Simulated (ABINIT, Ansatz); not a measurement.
**YScB2O6 (R-3): G0W0 on several meshes in ABINIT**

Wanted: mesh dependence and cost of G0W0 for YScB2O6 (R-3).

Calculated with ABINIT 10.8.3; LDA and many-body steps on it, plane waves.

## 1. The structure

The structure is trigonal, space group R-3 (No. 148). The conventional cell has a = 4.911 Å, b = 4.911 Å, c = 16.119 Å, α = 90.00°, β = 90.00°, γ = 120.00°. Nearest to Y lie 6 O at 2.32 Å. Sc has 6 O at 2.14 Å nearest. Nearest to B lie 3 O at 1.39 Å. Nearest to O lie 1 B at 1.39 Å and 1 Sc at 2.14 Å and 1 Y at 2.32 Å. Farther neighbours and most contacts between anions are not listed.

The cell and positions are those that the Materials Project relaxed with its own functionals (PBE, PBE+U or r2SCAN), kept fixed.

## 2. Empty states on the mesh, 2×2×2 mesh, 234 bands

This step: ABINIT 10.8.3; DFT, LDA, plane waves, norm-conserving pseudopotentials.

The sums over transitions need many empty states on a uniform mesh; this step solves for them.

Contents of run.abi:

```
acell 3*1.0 Angstrom
rprim 
  2.455259121368 1.417544514628 5.373024847406
  -2.455259121368 1.417544514628 5.373024847406
  0.000000000000 -2.835089029328 5.373024847387
ntypat 4
znucl 39 21 5 8
natom 10
typat 1 2 3 3 4 4 4 4 4 4
xred 
  0.500000000000 0.500000000000 0.500000000000
  0.000000000000 0.000000000000 0.000000000000
  0.255007000000 0.255007000000 0.255007000000
  0.744993000000 0.744993000000 0.744993000000
  0.233543000000 0.545880000000 0.981547000000
  0.981547000000 0.233543000000 0.545880000000
  0.545880000000 0.981547000000 0.233543000000
  0.018453000000 0.766457000000 0.454120000000
  0.454120000000 0.018453000000 0.766457000000
  0.766457000000 0.454120000000 0.018453000000
pp_dirpath "pseudos"
pseudos "Y.upf, Sc.upf, B.upf, O.upf"
ecut 36
ngkpt 2 2 2
nshiftk 1
shiftk 0 0 0
kptopt 1
chksymbreak 0
iscf -2
irdden 1
istwfk *1
nband 234
nbdbuf 20
tolwfr 1e-09
nstep 60
prtvol 0
indata_prefix "in"
outdata_prefix "out"
tmpdata_prefix "tmp"
```

Run with:

```
> OMP_NUM_THREADS=1 mpirun -n 4 abinit run.abi > log
```

Numbers of over 12 decimals in the logs are rounded to 6 here.

The program printed:

```text
.Version 10.8.3 of ABINIT. v10.8.2 released Aug 2026.

 Symmetries : space group R-3 (#148); Bravais hR (rhombohedral)
[... echo of the input left out ...]
== DATASET  1 ==================================================================
-   mpi_nproc: 4, omp_nthreads: 1 (-1 if OMP is not activated)

--- !DatasetInfo
iteration_state: {dtset: 1, }
dimensions: {natom: 10, nkpt: 4, mband: 234, nsppol: 1, nspinor: 1, nspden: 1, mpw: 7863, }
cutoff_energies: {ecut:  36.0, pawecutdg:  -1.0, }
[...]
2.75444    2.78568    2.79252    2.79252    2.82922    2.82922    2.84174    2.84174
   2.84673    2.88233    2.89498    2.89499    2.90711    2.96405    2.97794    2.97873
   2.98117    3.03016
 prteigrs : prtvol=0 or 1, do not print more k-points.

== END DATASET(S) ==============================================================
================================================================================

 -outvars: echo values of variables after computation  --------
            nband         234
             nkpt           4
          spgroup         148
 [... the other variables as echoed above ...]

 Calculation completed.
```

It took 2 min on 4 MPI ranks of Arm Neoverse V1, shared host; peak memory 0.56 GiB.

Numbers from this step:

```
gap                                                           : 4.393 eV
k of the valence top                                          : 0.5, 0.5, 0
k of the conduction bottom                                    : 0.5, 0.5, 0
least direct gap                                              : 4.393 eV
k points computed                                             : 4
lowest point of the top converged band, above the valence top : 70.1006 eV
```

On this mesh the gap is 4.393 eV.

The density comes from a self-consistent run that is not shown.

## 3. Screening, 2×2×2 mesh, 106 bands, screening to 114.3 eV

The RPA dielectric matrix is built and inverted for each q.

This step: RPA screening on LDA, plane waves, norm-conserving pseudopotentials.

run.abi: that of step 2 with these lines changed.

```diff
@@ -28,10 +28,11 @@
 chksymbreak 0
-iscf -2
-irdden 1
 istwfk *1
-nband 234
-nbdbuf 20
-tolwfr 1e-09
-nstep 60
-prtvol 0
+occopt 1
+irdwfk 1
+optdriver 3
+nband 106
+ecuteps 4.2
+inclvkb 2
+awtr 1
+symchi 1
 indata_prefix "in"
```

The program printed:

```text
.Version 10.8.3 of ABINIT. v10.8.2 released Aug 2026.

 Symmetries : space group R-3 (#148); Bravais hR (rhombohedral)
[... echo of the input left out ...]
== DATASET  1 ==================================================================
-   mpi_nproc: 4, omp_nthreads: 1 (-1 if OMP is not activated)

--- !DatasetInfo
iteration_state: {dtset: 1, }
dimensions: {natom: 10, nkpt: 4, mband: 106, nsppol: 1, nspinor: 1, nspden: 1, mpw: 7863, }
cutoff_energies: {ecut:  36.0, pawecutdg:  -1.0, }
electrons: {nelect:   6.40000000E+01, charge:   0.00000000E+00, occopt:   1.00000000E+00, tsmear:   1.00000000E-02, }

 SCREENING: Calculation of the susceptibility and dielectric matrices

 Based on a program developped by R.W. Godby, V. Olevano, G. Onida, and L. Reining.
 Incorporated in ABINIT by V. Olevano, G.-M. Rignanese, and M. Torrent.
.Using double precision arithmetic ; gwpc =  8

[... cell and pseudopotentials left out ...]
--------------------------------------------------------------------------------

 ==== K-mesh for the wavefunctions ====
 Number of points in the irreducible wedge :     4
[... list of points left out ...]
 Together with  6 symmetry operations and time-reversal symmetry
 yields     8 points in the full Brillouin Zone.

 ==== Q-mesh for the screening function ====
 Number of points in the irreducible wedge :     4
[... list of points left out ...]
 Together with  6 symmetry operations and time-reversal symmetry
 yields     8 points in the full Brillouin Zone.

 setmesh: FFT mesh size selected  =    45x   45x   45
          total number of points  =        91125

 vcoul_init : cutoff-mode = AUXILIARY_FUNCTION
 q-points for optical limit:   1
     1)      0.000010    0.000020    0.000030

- screening: taking advantage of time-reversal symmetry
- Maximum band index for partially occupied states nbvw = 32
- Remaining bands to be divided among processors   nbcw = 74
- Number of bands treated by each node ~18

 Number of electrons calculated from density =   64.0000; Expected =   64.0000
 average of density, n =  0.084524
 r_s =    1.4135
 omega_plasma =   28.0443 [eV]

 calculating chi0 at frequencies [eV] :
  1    0.000000E+00    0.000000E+00
  2    0.000000E+00    2.804434E+01

--------------------------------------------------------------------------------
  q-point number  1        q = ( 0.000000, 0.000000, 0.000000) [r.l.u.]
--------------------------------------------------------------------------------
[... chi0 elements left out ...]
 For q-point:  0.000010 0.000020 0.000030
  dielectric constant =   3.5099
  dielectric constant without local fields =   3.7737

  Average fulfillment of the sum rule on Im[epsilon] for q-point    1 :     44.34  [%]
[... wings left out ...]
  q-point number  2        q = ( 0.500000, 0.000000, 0.000000) [r.l.u.]
--------------------------------------------------------------------------------
[... chi0 elements left out ...]
  Average fulfillment of the sum rule on Im[epsilon] for q-point    2 :     51.16  [%]

 [... 2 further q-points ...]
```

The job ended after 46 s (4 MPI ranks; peak memory 1.8 GiB).

This step gave:

```
ε∞ with local fields, on this mesh, along the program's q direction : 3.510
the same without local fields                                       : 3.774
plasma frequency                                                    : 28.04 eV
plane waves in the screening matrix                                 : 309
```

Local fields lower ε∞ by 7 %. On a Γ-centred mesh this coarse the value itself is usually too large, while a short band sum pulls it down.

## 4. 2×2×2

The self-energy is evaluated for the states that the input lists, and the levels follow from it, in one-shot runs by the linearised quasiparticle equation.

This step: G0W0 on LDA, plane waves, norm-conserving pseudopotentials.

run.abi: that of step 3 with these lines changed.

```diff
@@ -31,8 +31,17 @@
 irdwfk 1
-optdriver 3
+optdriver 4
 nband 106
+gwcalctyp 0
+ecutsigx 36
+symsigma 1
+nkptgw 2
+kptgw 
+  0.5000000000 0.5000000000 0.0000000000
+  0.0000000000 0.0000000000 0.0000000000
+bdgw 
+  31 34
+  31 34
 ecuteps 4.2
-inclvkb 2
-awtr 1
-symchi 1
+irdscr 1
+ppmodel 1
 indata_prefix "in"
```

The program printed:

```text
.Version 10.8.3 of ABINIT. v10.8.2 released Aug 2026.

 Symmetries : space group R-3 (#148); Bravais hR (rhombohedral)
[... echo of the input left out ...]
== DATASET  1 ==================================================================
-   mpi_nproc: 4, omp_nthreads: 1 (-1 if OMP is not activated)

--- !DatasetInfo
iteration_state: {dtset: 1, }
dimensions: {natom: 10, nkpt: 4, mband: 106, nsppol: 1, nspinor: 1, nspden: 1, mpw: 7863, }
cutoff_energies: {ecut:  36.0, pawecutdg:  -1.0, }
electrons: {nelect:   6.40000000E+01, charge:   0.00000000E+00, occopt:   1.00000000E+00, tsmear:   1.00000000E-02, }

 SIGMA: Calculation of the GW corrections

 Based on a program developped by R.W. Godby, V. Olevano, G. Onida, and L. Reining.
 Incorporated in ABINIT by V. Olevano, G.-M. Rignanese, and M. Torrent.
.Using double precision arithmetic ; gwpc =  8

[... cell and pseudopotentials left out ...]
--------------------------------------------------------------------------------

 ==== K-mesh for the wavefunctions ====
 Number of points in the irreducible wedge :     4
[... list of points left out ...]
 Together with  6 symmetry operations and time-reversal symmetry
 yields     8 points in the full Brillouin Zone.

 ==== Q-mesh for screening function ====
 Number of points in the irreducible wedge :     4
[... list of points left out ...]
 Together with  6 symmetry operations and time-reversal symmetry
 yields     8 points in the full Brillouin Zone.

 vcoul_init : cutoff-mode = AUXILIARY_FUNCTION
 q-points for optical limit:   1
     1)      0.000010    0.000020    0.000030
 setmesh: FFT mesh size selected  =    64x   64x   64
          total number of points  =       262144

 Number of electrons calculated from density =   64.0000; Expected =   64.0000
 average of density, n =  0.084524
 r_s =    1.4135
 omega_plasma =   28.0443 [eV]

 === KS Band Gaps ===
  >>>> For spin  1
   Minimum direct gap =   4.3933 [eV], located at k-point      :   0.5000  0.5000  0.0000
   Fundamental gap    =   4.3933 [eV], Top of valence bands at :   0.5000  0.5000  0.0000
                                       Bottom of conduction at :   0.5000  0.5000  0.0000
 SIGMA fundamental parameters:
 PLASMON POLE MODEL  1
 number of plane-waves for SigmaX                 7863
 number of plane-waves for SigmaC and W            309
 number of plane-waves for wavefunctions          7863
 number of bands                                   106
 number of independent spin polarizations            1
 number of spinorial components                      1
 number of k-points in IBZ                           4
 number of q-points in IBZ                           4
 number of symmetry operations                       6
 number of k-points in BZ                            8
 number of q-points in BZ                            8
 number of frequencies for dSigma/dE                 9
 frequency step for dSigma/dE [eV]                0.25
 number of omega for Sigma on real axis              0
 max omega for Sigma on real axis  [eV]           0.00
 zcut for avoiding poles [eV]                     0.10

 EPSILON^-1 parameters (SCR file):
 dimension of the eps^-1 matrix on file            309
 dimension of the eps^-1 matrix used               309
 number of plane-waves for wavefunctions          7863
 number of bands                                   106
 number of q-points in IBZ                           4
 number of frequencies                               2
 number of real frequencies                          1
 number of imag frequencies                          1

 matrix elements of self-energy operator (all in [eV])

 Perturbative Calculation

--- !SelfEnergy_ee
iteration_state: {dtset: 1, }
kpoint     : [   0.500,    0.500,    0.000, ]
spin       : 1
KS_gap     :    4.393
QP_gap     :    7.537
Delta_QP_KS:    3.144
data: !SigmaeeData |
     Band     E0 <VxcDFT>   SigX SigC(E0)      Z dSigC/dE  Sig(E)    E-E0       E
       31   2.755 -18.931 -23.772   4.577   0.801  -0.248 -19.142  -0.211   2.544
       32   3.393 -19.888 -24.922   4.778   0.802  -0.246 -20.093  -0.205   3.187
       33   7.786 -16.445  -8.688  -4.204   0.827  -0.209 -13.506   2.938  10.724
       34   8.232 -17.419  -9.260  -4.401   0.818  -0.223 -14.345   3.074  11.306

--- !SelfEnergy_ee
iteration_state: {dtset: 1, }
kpoint     : [   0.000,    0.000,    0.000, ]
spin       : 1
KS_gap     :    5.102
QP_gap     :    8.447
Delta_QP_KS:    3.345
data: !SigmaeeData |
     Band     E0 <VxcDFT>   SigX SigC(E0)      Z dSigC/dE  Sig(E)    E-E0       E
       31   3.140 -19.671 -24.577   4.682   0.800  -0.249 -19.850  -0.179   2.961
       32   3.140 -19.671 -24.577   4.682   0.800  -0.249 -19.850  -0.179   2.961
       33   8.242 -18.002  -9.593  -4.516   0.813  -0.230 -14.836   3.166  11.408
       34   8.242 -18.002  -9.593  -4.516   0.813  -0.230 -14.836   3.166  11.408

== END DATASET(S) ==============================================================
================================================================================

 -outvars: echo values of variables after computation  --------
           etotal      0.0000000000E+00
            nband         106
             nkpt           4
          spgroup         148
 [... the other variables as echoed above ...]

 Calculation completed.
```

It took 13 s on 4 MPI ranks; peak memory 1.2 GiB.

Numbers from this step:

```
G0W0 gap on the points computed              : 7.537 eV
starting gap on the mesh                     : 4.393 eV
k of the valence top                         : 0.5, 0.5, 0
k of the conduction bottom                   : 0.5, 0.5, 0
Z at the valence top                         : 0.802
Z at the conduction bottom                   : 0.827
least direct G0W0 gap on the computed points : 7.537 eV
```

The gap on the mesh goes from 4.39 eV to 7.54 eV, a correction of +3.14 eV.

## 5. Empty states on the mesh, 4×4×4 mesh, 116 bands

This step: DFT, LDA, plane waves, norm-conserving pseudopotentials.

run.abi: that of step 4 with these lines changed.

```diff
@@ -23,3 +23,3 @@
 ecut 36
-ngkpt 2 2 2
+ngkpt 4 4 4
 nshiftk 1
@@ -28,20 +28,10 @@
 chksymbreak 0
+iscf -2
+irdden 1
 istwfk *1
-occopt 1
-irdwfk 1
-optdriver 4
-nband 106
-gwcalctyp 0
-ecutsigx 36
-symsigma 1
-nkptgw 2
-kptgw 
-  0.5000000000 0.5000000000 0.0000000000
-  0.0000000000 0.0000000000 0.0000000000
-bdgw 
-  31 34
-  31 34
-ecuteps 4.2
-irdscr 1
-ppmodel 1
+nband 116
+nbdbuf 10
+tolwfr 1e-09
+nstep 60
+prtvol 0
 indata_prefix "in"
```

The program printed:

```text
.Version 10.8.3 of ABINIT. v10.8.2 released Aug 2026.

 Symmetries : space group R-3 (#148); Bravais hR (rhombohedral)
[... echo of the input left out ...]
== DATASET  1 ==================================================================
-   mpi_nproc: 4, omp_nthreads: 1 (-1 if OMP is not activated)

--- !DatasetInfo
iteration_state: {dtset: 1, }
dimensions: {natom: 10, nkpt: 14, mband: 116, nsppol: 1, nspinor: 1, nspden: 1, mpw: 7863, }
cutoff_energies: {ecut:  36.0, pawecutdg:  -1.0, }
[...]
1.35953    1.36455    1.39568    1.40735    1.41264    1.41264    1.45792    1.45792
   1.48408    1.48408    1.49103    1.49103    1.53145    1.53415    1.58214    1.58214
   1.61567    1.62749    1.66265    1.66513
 prteigrs : prtvol=0 or 1, do not print more k-points.

== END DATASET(S) ==============================================================
================================================================================

 -outvars: echo values of variables after computation  --------
            nband         116
             nkpt          14
          spgroup         148
 [... the other variables as echoed above ...]

 Calculation completed.
```

Elapsed: 2.3 min, on 4 MPI ranks; peak memory 0.58 GiB; 9.2 min of CPU time.

This step gave:

- gap: 4.393 eV
- k of the valence top: 0.5, 0.5, 0
- k of the conduction bottom: 0.5, 0.5, 0
- least direct gap: 4.393 eV
- k points computed: 14
- lowest point of the top converged band, above the valence top: 36.99 eV

On this mesh the gap is 4.393 eV.

## 6. Screening, 4×4×4 mesh, 106 bands, screening to 114.3 eV

This step: RPA screening on LDA, plane waves, norm-conserving pseudopotentials.

run.abi: that of step 5 with these lines changed.

```diff
@@ -28,10 +28,11 @@
 chksymbreak 0
-iscf -2
-irdden 1
 istwfk *1
-nband 116
-nbdbuf 10
-tolwfr 1e-09
-nstep 60
-prtvol 0
+occopt 1
+irdwfk 1
+optdriver 3
+nband 106
+ecuteps 4.2
+inclvkb 2
+awtr 1
+symchi 1
 indata_prefix "in"
```

The program printed:

```text
.Version 10.8.3 of ABINIT. v10.8.2 released Aug 2026.

 Symmetries : space group R-3 (#148); Bravais hR (rhombohedral)
[... echo of the input left out ...]
== DATASET  1 ==================================================================
-   mpi_nproc: 4, omp_nthreads: 1 (-1 if OMP is not activated)

--- !DatasetInfo
iteration_state: {dtset: 1, }
dimensions: {natom: 10, nkpt: 14, mband: 106, nsppol: 1, nspinor: 1, nspden: 1, mpw: 7863, }
cutoff_energies: {ecut:  36.0, pawecutdg:  -1.0, }
electrons: {nelect:   6.40000000E+01, charge:   0.00000000E+00, occopt:   1.00000000E+00, tsmear:   1.00000000E-02, }

 SCREENING: Calculation of the susceptibility and dielectric matrices

 Based on a program developped by R.W. Godby, V. Olevano, G. Onida, and L. Reining.
 Incorporated in ABINIT by V. Olevano, G.-M. Rignanese, and M. Torrent.
.Using double precision arithmetic ; gwpc =  8

[... cell and pseudopotentials left out ...]
--------------------------------------------------------------------------------

 ==== K-mesh for the wavefunctions ====
 Number of points in the irreducible wedge :    14
[... list of points left out ...]
 Together with  6 symmetry operations and time-reversal symmetry
 yields    64 points in the full Brillouin Zone.

 ==== Q-mesh for the screening function ====
 Number of points in the irreducible wedge :    14
[... list of points left out ...]
 Together with  6 symmetry operations and time-reversal symmetry
 yields    64 points in the full Brillouin Zone.

 setmesh: FFT mesh size selected  =    45x   45x   45
          total number of points  =        91125

 vcoul_init : cutoff-mode = AUXILIARY_FUNCTION
 q-points for optical limit:   1
     1)      0.000010    0.000020    0.000030

- screening: taking advantage of time-reversal symmetry
- Maximum band index for partially occupied states nbvw = 32
- Remaining bands to be divided among processors   nbcw = 74
- Number of bands treated by each node ~18

 Number of electrons calculated from density =   64.0000; Expected =   64.0000
 average of density, n =  0.084524
 r_s =    1.4135
 omega_plasma =   28.0443 [eV]

 calculating chi0 at frequencies [eV] :
  1    0.000000E+00    0.000000E+00
  2    0.000000E+00    2.804434E+01

--------------------------------------------------------------------------------
  q-point number  1        q = ( 0.000000, 0.000000, 0.000000) [r.l.u.]
--------------------------------------------------------------------------------
[... chi0 elements left out ...]
 For q-point:  0.000010 0.000020 0.000030
  dielectric constant =   3.4782
  dielectric constant without local fields =   3.7415

  Average fulfillment of the sum rule on Im[epsilon] for q-point    1 :     44.36  [%]
[... wings left out ...]
  q-point number  2        q = ( 0.250000, 0.000000, 0.000000) [r.l.u.]
--------------------------------------------------------------------------------
[... chi0 elements left out ...]
  Average fulfillment of the sum rule on Im[epsilon] for q-point    2 :     57.03  [%]

 [... 12 further q-points ...]
```

The job ended after 13 min (4 MPI ranks; peak memory 4.9 GiB; 52 min of CPU time).

Numbers from this step:

* ε∞ with local fields, on this mesh, along the program's q direction: 3.478
* the same without local fields: 3.741
* plasma frequency: 28.04 eV
* plane waves in the screening matrix: 309

(Part 1 of 2 ends here.)

[Paths, hosts, dates, memory and timing lines, banners, echoed tables and standing remarks are left out of the program output.]

[Logs are printed without paths, hosts, clocks, repeated set-up lines and the standing remarks that a program may print on its own settings, such as how far it seeks lower states.]

[Runs of the session that timed out or met a known fault of the program may be left out.]

[No measured gap is set beside runs whose start may be inverted or whose files or cutoffs have a known fault.]

[Hosts, paths, dates, database ids (printed as entryN), source tags and the programs' standing remarks are cut or masked in the printed files.]

[G0W0 gaps are taken among the corrected bands and points alone; a level outside them can change the order at an edge.]

[Where Ansatz stands beside ABINIT at settings called matched, ABINIT's density can come from a denser mesh and the files from another edition; pairs whose starting gaps differed by over 0.03 eV were left out, so agreement reads better than it is.]
